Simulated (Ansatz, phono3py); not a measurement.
## NaCl (Fm-3m): thermal conductivity with phono3py

The second- and third-order constants of NaCl come from an earlier supercell run; what does phono3py make of them?

Experimental results on record:
- thermal conductivity 7.1 W/m/K near room temperature (given in “Combining the AFLOW GIBBS and Elastic Libraries to efficiently and robustly screen thermo-mechanical properties of solids”, 2017, arXiv:1611.05714)
- thermal conductivity 7.1 W/m/K near room temperature (given in “Predicting the lattice thermal conductivity of solids by solving the Boltzmann transport equation: AFLOW - AAPL an automated, accurate and efficient framework”, 2017, arXiv:1611.05481)

Main program and level: phono3py 4.10.0; DFT PBEsol, scalar-relativistic, plane waves, PAW; PAW set soft_1; phono3py on Ansatz's force constants.

The database entry behind the starting cell differs from other determinations of this structure, so it need not match the best structure at room temperature.

## Step 1: The structure

The structure is cubic, space group Fm-3m (No. 225). The conventional cell has a = 5.602 Å, b = 5.602 Å, c = 5.602 Å, α = 90.00°, β = 90.00°, γ = 90.00°. Nearest to Na lie 6 Cl at 2.80 Å. Nearest to Cl lie 6 Na at 2.80 Å. Farther neighbours, and contacts between anions beyond the nearest, are not listed.

## Step 2: Relaxation-time solution

The base run: each mode relaxes on its own with natural isotopes, and rates are split into normal and umklapp parts.

File phono3py.yaml:

```yaml
phono3py:
  version: "4.10.0"
  frequency_unit_conversion_factor: 15.633302
  symmetry_tolerance: 1.00000e-05

physical_unit:
  atomic_mass: "AMU"
  length: "angstrom"

space_group:
  type: "Fm-3m"
  number: 225
  Hall_symbol: "-F 4 2 3"

primitive_matrix:
- [  1.000000000000000,  0.000000000000000,  0.000000000000000 ]
- [  0.000000000000000,  1.000000000000000,  0.000000000000000 ]
- [  0.000000000000000,  0.000000000000000,  1.000000000000000 ]

supercell_matrix:
- [   3,   0,   0 ]
- [   0,   3,   0 ]
- [   0,   0,   3 ]

# [primitive_cell block left out]
unit_cell:
  lattice:
  - [     0.000000000000000,     2.800917063000000,     2.800917063000000 ] # a
  - [     2.800917063000000,     0.000000000000000,     2.800917063000000 ] # b
  - [     2.800917063000000,     2.800917063000000,     0.000000000000000 ] # c
  points:
  - symbol: Na # 1
    coordinates: [  0.000000000000000,  0.000000000000000,  0.000000000000000 ]
    mass: 22.989769
    reduced_to: 1
  - symbol: Cl # 2
    coordinates: [  0.500000000000000,  0.500000000000000,  0.500000000000000 ]
    mass: 35.450000
    reduced_to: 2

# [supercell block left out]
phonon_supercell_matrix:
- [   6,   0,   0 ]
- [   0,   6,   0 ]
- [   0,   0,   6 ]

# [phonon_primitive_cell block left out]
# [phonon_supercell block left out]
nac:
  born_effective_charge:
  - # 1 (Na)
    - [  1.091612869624448,  0.000000000000000,  0.000000000000000 ]
    - [  0.000000000000000,  1.091612869624448,  0.000000000000000 ]
    - [  0.000000000000000,  0.000000000000000,  1.091612869624448 ]
  - # 2 (Cl)
    - [ -1.091612869624448,  0.000000000000000,  0.000000000000000 ]
    - [  0.000000000000000, -1.091612869624448,  0.000000000000000 ]
    - [  0.000000000000000,  0.000000000000000, -1.091612869624448 ]
  dielectric_constant:
    - [  2.563472873717275,  0.000000000000000,  0.000000000000000 ]
    - [  0.000000000000000,  2.563472873717276,  0.000000000000000 ]
    - [  0.000000000000000,  0.000000000000000,  2.563472873717276 ]
  unit_conversion_factor: 14.399645
```

Launch:

```bash
$ phono3py phono3py.yaml --mesh 19 19 19 --br --isotope --nu --ts 100 150 200 300 400 500 600 800
```

Output:

```text
Rust backend (phonors) using rayon (8 threads).
Running in phono3py.load mode.
Spglib version 2.8.0
----------------------------- General settings -----------------------------
Run mode: conductivity-RTA
HDF5 data compression filter: gzip
Crystal structure was read from "phono3py.yaml".
Supercell (dim): [3 3 3]
Phonon supercell (dim-fc2): [6 6 6]
Primitive matrix:
  [1. 0. 0.]
  [0. 1. 0.]
  [0. 0. 1.]
Spacegroup: Fm-3m (225)
Use -v option to watch primitive cell, unit cell, and supercell structures.
NAC parameters were read from "phono3py.yaml".
fc3 was read from "fc3.hdf5".
fc2 was read from "fc2.hdf5".
----------------------------- Force constants ------------------------------
Max drift of fc3: -0.00000000 (xxx) -0.00000000 (xxx) -0.00000000 (xxx)
Max drift of fc2: 0.00000000 (zz) 0.00000000 (zz)
--------------------------- Calculation settings ---------------------------
Non-analytical term correction (NAC): True
NAC unit conversion factor:  14.39964
BZ integration: Tetrahedron-method
Temperature:  100.0  150.0  200.0  300.0  400.0 ... 800.0
Cutoff frequency: 0.01
Mesh sampling: [ 19 19 19 ]
Generating grid system ... [ 19 19 19 ]
fc3-r2q-transformation over three atoms: True
--------------------------- Phonon calculations ----------------------------
Use NAC by Gonze et al. (no real space sum in current implementation)
  PRB 50, 13035(R) (1994), PRB 55, 10355 (1997)
  G-cutoff distance: 1.18, Number of G-points: 307, Lambda: 0.20
Running harmonic phonon calculations...
-------------------- Lattice thermal conductivity (RTA) --------------------
Running heat capacity calculations...
Running velocity calculations...
Running isotope scattering calculations with tetrahedron method...
======================= Grid point 0 (1/220) =======================
q-point: ( 0.00  0.00  0.00)
Boundary mean free path (millimeter): 1000.000
Mass variance parameters: 0.00e+00 5.83e-04
Number of triplets: 220
Frequency     group velocity (x, y, z)     |gv|
   0.000   (   0.000    0.000    0.000)    0.000
   0.000   (   0.000    0.000    0.000)    0.000
   0.000   (   0.000    0.000    0.000)    0.000
   4.985   (   0.000    0.000    0.000)    0.000
   4.985   (   0.000    0.000    0.000)    0.000
   4.985   (   0.000    0.000    0.000)    0.000
======================= Grid point 1 (2/220) =======================
q-point: ( 0.05  0.00  0.00)
Boundary mean free path (millimeter): 1000.000
Mass variance parameters: 0.00e+00 5.83e-04
Number of triplets: 670
Frequency     group velocity (x, y, z)     |gv|
   0.470   ( -16.581   16.581   16.581)   28.719
   0.470   ( -16.581   16.581   16.581)   28.719
   0.709   ( -25.022   25.022   25.022)   43.340
   4.972   (   0.903   -0.903   -0.903)    1.564
   4.972   (   0.903   -0.903   -0.903)    1.564
   7.625   (   1.179   -1.179   -1.179)    2.041
[217 grid points left out]
======================= Grid point 1647 (220/220) =======================
q-point: (-0.26  0.47  0.21)
Boundary mean free path (millimeter): 1000.000
Mass variance parameters: 0.00e+00 5.83e-04
Number of triplets: 1810
Frequency     group velocity (x, y, z)     |gv|
   3.374   (  -0.451   14.327    0.000)   14.334
   3.492   (   1.484  -12.999   -0.000)   13.083
   4.042   (  -3.422    6.494    0.000)    7.340
   4.682   (  -0.885   -4.166   -0.000)    4.259
   5.381   (   1.289    2.537    0.000)    2.845
   5.412   (   0.445   -2.781   -0.000)    2.816
=================== End of collection of collisions ===================
----------- Thermal conductivity (W/m-k) with tetrahedron method -----------
#  T(K)        xx         yy         zz         yz         xz         xy
  100.0      20.964     20.964     20.964      0.000     -0.000     -0.000
  150.0      14.331     14.331     14.331      0.000     -0.000     -0.000
  200.0      10.939     10.939     10.939      0.000     -0.000     -0.000
  300.0       7.442      7.442      7.442      0.000     -0.000     -0.000
  400.0       5.643      5.643      5.643      0.000     -0.000     -0.000
  500.0       4.546      4.546      4.546      0.000     -0.000     -0.000
  600.0       3.806      3.806      3.806      0.000     -0.000     -0.000
  800.0       2.872      2.872      2.872      0.000     -0.000     -0.000

Thermal conductivity related properties were written into
"kappa-m191919.hdf5".
Summary of calculation was written in "phono3py.yaml".
```

It took 21 s on 8 threads of Arm Neoverse V2, shared host; peak memory 0.25 GiB.

This step gave:

```
κ at 300 K                                       : 7.442 W/m/K
κ xx, yy, zz at 300 K                            : 7.442, 7.442, 7.442 W/m/K
normal share of three-phonon scattering at 300 K : 0.667
```

W/m/K. Kappa, by row:

```csv
T (K),xx,yy,zz,yz,xz,xy
100,20.96,20.96,20.96,0,0,0
150,14.33,14.33,14.33,0,0,0
200,10.94,10.94,10.94,0,0,0
300,7.442,7.442,7.442,0,0,0
400,5.643,5.643,5.643,0,0,0
500,4.546,4.546,4.546,0,0,0
600,3.806,3.806,3.806,0,0,0
800,2.872,2.872,2.872,0,0,0
```

The lattice thermal conductivity, xx by temperature:

```csv
temperature (K),"lattice thermal conductivity, xx (W/m/K)"
100,21.0
150,14.3
200,10.9
300,7.44
400,5.64
500,4.55
600,3.81
800,2.87
```

Mean scattering rate at 300 K against frequency:

```csv
frequency (THz),normal (1/ps),umklapp (1/ps)
0.16,-,-
0.48,0.0418,0.00265
0.80,0.126,0.0199
1.11,0.146,0.0283
1.43,0.184,0.0453
1.75,0.237,0.0746
2.07,0.234,0.0786
2.39,0.18,0.0875
2.70,0.15,0.107
3.02,0.134,0.119
3.34,0.145,0.116
3.66,0.13,0.0785
3.98,0.201,0.0793
4.29,0.233,0.0783
4.61,0.283,0.0657
4.93,0.306,0.0537
5.25,0.254,0.141
5.57,0.3,0.262
5.88,0.608,0.478
6.20,0.841,0.552
6.52,1.2,0.572
6.84,1.76,0.588
7.16,2.72,0.666
7.47,5.44,0.678
```

The base value at 300 K is 7.44 W/(m K).

The lattice thermal conductivity, xx is 7.44 W/m/K at 300 K, going as T^-1.0 above 200 K.

## Step 3: Two programs, one set of constants

This step: DFT PBEsol, scalar-relativistic, plane waves, PAW; PAW set soft_1; PAW set soft_1 (Ansatz 0.2.0).

Ansatz's figure includes its coherence part. Comparison, by row:

```csv
T (K),Ansatz RTA (W/m/K),phono3py RTA (W/m/K),difference (%)
100,21.03,20.96,-0.33
150,14.42,14.33,-0.62
200,11.04,10.94,-0.91
300,7.559,7.442,-1.55
400,5.777,5.643,-2.32
500,4.694,4.546,-3.15
600,3.968,3.806,-4.08
800,3.055,2.872,-5.99
```

## Step 4: Without isotopes, third order supercell 3×3×3, supercell 6×6×6

Leaving out the isotope term shows how much the natural mass disorder scatters.

This step: DFT PBEsol, scalar-relativistic, plane waves, PAW; PAW set soft_1; phono3py on Ansatz's force constants (phono3py 4.10.0).

phono3py.yaml is that of step 2.

Launch:

```bash
$ phono3py phono3py.yaml --mesh 19 19 19 --br --ts 100 150 200 300 400 500 600 800
```

Output:

```text
[banner, memory and clock lines left out]
Rust backend (phonors) using rayon (8 threads).
Running in phono3py.load mode.
Spglib version 2.8.0
----------------------------- General settings -----------------------------
Run mode: conductivity-RTA
HDF5 data compression filter: gzip
Crystal structure was read from "phono3py.yaml".
Supercell (dim): [3 3 3]
Phonon supercell (dim-fc2): [6 6 6]
Primitive matrix:
  [1. 0. 0.]
  [0. 1. 0.]
  [0. 0. 1.]
Spacegroup: Fm-3m (225)
Use -v option to watch primitive cell, unit cell, and supercell structures.
NAC parameters were read from "phono3py.yaml".
fc3 was read from "fc3.hdf5".
fc2 was read from "fc2.hdf5".
----------------------------- Force constants ------------------------------
Max drift of fc3: -0.00000000 (xxx) -0.00000000 (xxx) -0.00000000 (xxx)
Max drift of fc2: 0.00000000 (zz) 0.00000000 (zz)
--------------------------- Calculation settings ---------------------------
Non-analytical term correction (NAC): True
NAC unit conversion factor:  14.39964
BZ integration: Tetrahedron-method
Temperature:  100.0  150.0  200.0  300.0  400.0 ... 800.0
Cutoff frequency: 0.01
Mesh sampling: [ 19 19 19 ]
Generating grid system ... [ 19 19 19 ]
fc3-r2q-transformation over three atoms: True
--------------------------- Phonon calculations ----------------------------
  PRB 50, 13035(R) (1994), PRB 55, 10355 (1997)
  G-cutoff distance: 1.18, Number of G-points: 307, Lambda: 0.20
Running harmonic phonon calculations...
-------------------- Lattice thermal conductivity (RTA) --------------------
Running heat capacity calculations...
Running velocity calculations...
======================= Grid point 0 (1/220) =======================
q-point: ( 0.00  0.00  0.00)
Boundary mean free path (millimeter): 1000.000
Number of triplets: 220
Frequency     group velocity (x, y, z)     |gv|
   0.000   (   0.000    0.000    0.000)    0.000
   0.000   (   0.000    0.000    0.000)    0.000
   0.000   (   0.000    0.000    0.000)    0.000
   4.985   (   0.000    0.000    0.000)    0.000
   4.985   (   0.000    0.000    0.000)    0.000
   4.985   (   0.000    0.000    0.000)    0.000
======================= Grid point 1 (2/220) =======================
q-point: ( 0.05  0.00  0.00)
Boundary mean free path (millimeter): 1000.000
Number of triplets: 670
Frequency     group velocity (x, y, z)     |gv|
   0.470   ( -16.581   16.581   16.581)   28.719
   0.470   ( -16.581   16.581   16.581)   28.719
   0.709   ( -25.022   25.022   25.022)   43.340
   4.972   (   0.903   -0.903   -0.903)    1.564
   4.972   (   0.903   -0.903   -0.903)    1.564
   7.625   (   1.179   -1.179   -1.179)    2.041
[217 grid points left out]
======================= Grid point 1647 (220/220) =======================
q-point: (-0.26  0.47  0.21)
Boundary mean free path (millimeter): 1000.000
Number of triplets: 1810
Frequency     group velocity (x, y, z)     |gv|
   3.374   (  -0.451   14.327    0.000)   14.334
   3.492   (   1.484  -12.999   -0.000)   13.083
   4.042   (  -3.422    6.494    0.000)    7.340
   4.682   (  -0.885   -4.166   -0.000)    4.259
   5.381   (   1.289    2.537    0.000)    2.845
   5.412   (   0.445   -2.781   -0.000)    2.816
=================== End of collection of collisions ===================
----------- Thermal conductivity (W/m-k) with tetrahedron method -----------
#  T(K)        xx         yy         zz         yz         xz         xy
  100.0      24.170     24.170     24.170      0.000     -0.000     -0.000
  150.0      15.788     15.788     15.788      0.000     -0.000     -0.000
  200.0      11.776     11.776     11.776      0.000     -0.000     -0.000
  300.0       7.825      7.825      7.825      0.000     -0.000     -0.000
  400.0       5.863      5.863      5.863      0.000     -0.000     -0.000
  500.0       4.688      4.688      4.688      0.000     -0.000     -0.000
  600.0       3.906      3.906      3.906      0.000     -0.000     -0.000
  800.0       2.929      2.929      2.929      0.000     -0.000     -0.000

Thermal conductivity related properties were written into
"kappa-m191919.hdf5".
Summary of calculation was written in "phono3py.yaml".
```

It took 19 s on 8 threads; peak memory 0.25 GiB; 2 min of CPU time.

Numbers from this step:

| Property | Result |
| --- | --- |
| κ at 300 K | 7.825 W/m/K |
| κ xx, yy, zz at 300 K | 7.825, 7.825, 7.825 W/m/K |

W/m/K. Kappa, by row:

```csv
T (K),xx,yy,zz,yz,xz,xy
100,24.17,24.17,24.17,0,0,0
150,15.79,15.79,15.79,0,0,0
200,11.78,11.78,11.78,0,0,0
300,7.825,7.825,7.825,0,0,0
400,5.863,5.863,5.863,0,0,0
500,4.688,4.688,4.688,0,0,0
600,3.906,3.906,3.906,0,0,0
800,2.929,2.929,2.929,0,0,0
```

κ at 300 K goes from 7.44 in the base run to 7.83 W/(m K).

## Step 5: Another q-mesh, third order supercell 3×3×3, supercell 6×6×6

Only the q-mesh of the transport sums changes.

phono3py.yaml is that of step 4.

Launch:

```bash
$ phono3py phono3py.yaml --mesh 5 5 5 --br --isotope --ts 100 300 600
```

Output:

```text
[banner, memory and clock lines left out]
Rust backend (phonors) using rayon (8 threads).
Running in phono3py.load mode.
Spglib version 2.8.0
----------------------------- General settings -----------------------------
Run mode: conductivity-RTA
HDF5 data compression filter: gzip
Crystal structure was read from "phono3py.yaml".
Supercell (dim): [3 3 3]
Phonon supercell (dim-fc2): [6 6 6]
Primitive matrix:
  [1. 0. 0.]
  [0. 1. 0.]
  [0. 0. 1.]
Spacegroup: Fm-3m (225)
Use -v option to watch primitive cell, unit cell, and supercell structures.
NAC parameters were read from "phono3py.yaml".
fc3 was read from "fc3.hdf5".
fc2 was read from "fc2.hdf5".
----------------------------- Force constants ------------------------------
Max drift of fc3: -0.00000000 (xxx) -0.00000000 (xxx) -0.00000000 (xxx)
Max drift of fc2: 0.00000000 (zz) 0.00000000 (zz)
--------------------------- Calculation settings ---------------------------
Non-analytical term correction (NAC): True
NAC unit conversion factor:  14.39964
BZ integration: Tetrahedron-method
Temperature:  100.0  300.0  600.0
Cutoff frequency: 0.01
Mesh sampling: [ 5 5 5 ]
Generating grid system ... [ 5 5 5 ]
fc3-r2q-transformation over three atoms: True
--------------------------- Phonon calculations ----------------------------
  PRB 50, 13035(R) (1994), PRB 55, 10355 (1997)
  G-cutoff distance: 1.18, Number of G-points: 307, Lambda: 0.20
Running harmonic phonon calculations...
-------------------- Lattice thermal conductivity (RTA) --------------------
Running heat capacity calculations...
Running velocity calculations...
Running isotope scattering calculations with tetrahedron method...
======================= Grid point 0 (1/10) =======================
q-point: ( 0.00  0.00  0.00)
Boundary mean free path (millimeter): 1000.000
Mass variance parameters: 0.00e+00 5.83e-04
Number of triplets: 10
Frequency     group velocity (x, y, z)     |gv|
   0.000   (   0.000    0.000    0.000)    0.000
   0.000   (   0.000    0.000    0.000)    0.000
   0.000   (   0.000    0.000    0.000)    0.000
   4.985   (   0.000    0.000    0.000)    0.000
   4.985   (   0.000    0.000    0.000)    0.000
   4.985   (   0.000    0.000    0.000)    0.000
======================= Grid point 1 (2/10) =======================
q-point: ( 0.20  0.00  0.00)
Boundary mean free path (millimeter): 1000.000
Mass variance parameters: 0.00e+00 5.83e-04
Number of triplets: 19
Frequency     group velocity (x, y, z)     |gv|
   1.727   ( -14.992   14.992   14.992)   25.967
   1.727   ( -14.992   14.992   14.992)   25.967
   2.612   ( -22.803   22.803   22.803)   39.497
   4.822   (   2.970   -2.970   -2.970)    5.144
   4.822   (   2.970   -2.970   -2.970)    5.144
   7.413   (   4.236   -4.236   -4.236)    7.337
[7 grid points left out]
======================= Grid point 40 (10/10) =======================
q-point: ( 0.60  0.40  0.20)
Boundary mean free path (millimeter): 1000.000
Mass variance parameters: 0.00e+00 5.83e-04
Number of triplets: 39
Frequency     group velocity (x, y, z)     |gv|
   3.080   (  -0.000   14.852    5.660)   15.894
   3.687   (  -0.000    7.472    4.513)    8.729
   3.819   (   0.000    0.701   -4.836)    4.886
   5.052   (   0.000  -10.547   -9.136)   13.953
   5.314   (  -0.000    0.052    2.973)    2.973
   5.324   (   0.000    2.652    1.399)    2.998
=================== End of collection of collisions ===================
----------- Thermal conductivity (W/m-k) with tetrahedron method -----------
#  T(K)        xx         yy         zz         yz         xz         xy
  100.0      23.872     23.872     23.872      0.000     -0.000     -0.000
  300.0       9.114      9.114      9.114      0.000     -0.000     -0.000
  600.0       4.743      4.743      4.743      0.000     -0.000     -0.000

Thermal conductivity related properties were written into
"kappa-m555.hdf5".
Summary of calculation was written in "phono3py.yaml".
```

Elapsed: 2.7 s, on 8 threads; peak memory 0.25 GiB.

This step gave:

- κ at 300 K: 9.114 W/m/K
- κ xx, yy, zz at 300 K: 9.114, 9.114, 9.114 W/m/K

W/m/K. Kappa, by row:

```csv
T (K),xx,yy,zz,yz,xz,xy
100,23.87,23.87,23.87,0,0,0
300,9.114,9.114,9.114,0,0,0
600,4.743,4.743,4.743,0,0,0
```

This mesh is far too coarse for the transport sums: κ at 300 K comes out at 9.11 against 7.44 W/(m K) in the base run.

## Step 6: Another q-mesh, third order supercell 3×3×3, supercell 6×6×6 (run 2)

Only the q-mesh of the transport sums changes.

phono3py.yaml is that of step 5.

Launch:

```bash
$ phono3py phono3py.yaml --mesh 7 7 7 --br --isotope --ts 100 300 600
```

Output:

```text
[banner, memory and clock lines left out]
Rust backend (phonors) using rayon (8 threads).
Running in phono3py.load mode.
Spglib version 2.8.0
----------------------------- General settings -----------------------------
Run mode: conductivity-RTA
HDF5 data compression filter: gzip
Crystal structure was read from "phono3py.yaml".
Supercell (dim): [3 3 3]
Phonon supercell (dim-fc2): [6 6 6]
Primitive matrix:
  [1. 0. 0.]
  [0. 1. 0.]
  [0. 0. 1.]
Spacegroup: Fm-3m (225)
Use -v option to watch primitive cell, unit cell, and supercell structures.
[...]
5.340   (   1.703    0.693    0.000)    1.838
   5.421   (   1.137   -2.671   -0.000)    2.903
=================== End of collection of collisions ===================
----------- Thermal conductivity (W/m-k) with tetrahedron method -----------
#  T(K)        xx         yy         zz         yz         xz         xy
  100.0      21.791     21.791     21.791      0.000     -0.000     -0.000
  300.0       7.946      7.946      7.946      0.000     -0.000     -0.000
  600.0       4.106      4.106      4.106      0.000     -0.000     -0.000

Thermal conductivity related properties were written into
"kappa-m777.hdf5".
Summary of calculation was written in "phono3py.yaml".
```

It took 2.8 s on 8 threads; peak memory 0.25 GiB.

W/m/K. Kappa, by row:

```csv
T (K),xx,yy,zz,yz,xz,xy
100,21.79,21.79,21.79,0,0,0
300,7.946,7.946,7.946,0,0,0
600,4.106,4.106,4.106,0,0,0
```

This mesh is far too coarse for the transport sums: κ at 300 K comes out at 7.95 against 7.44 W/(m K) in the base run.

[end of part 1 of 5]

[Long decimals in the printed logs are rounded to 6 places.]

[Logs are printed without paths, hosts, clocks, repeated set-up lines and the standing remarks that a program may print on its own settings, such as how far it seeks lower states.]

[Hosts, paths, dates, database ids (printed as entryN), source tags and the programs' standing remarks are cut or masked in the printed files.]

[Where the starting crystal was built by hand or by swapping elements, it need not be the compound's stable phase.]

[A step with changed settings may run another functional than the one named; its input shows which.]

[Pressures of single members of a volume series are the stress at the run's cutoff; with an incomplete basis they can lie off −dE/dV of the same runs, and they are not shown converged.]
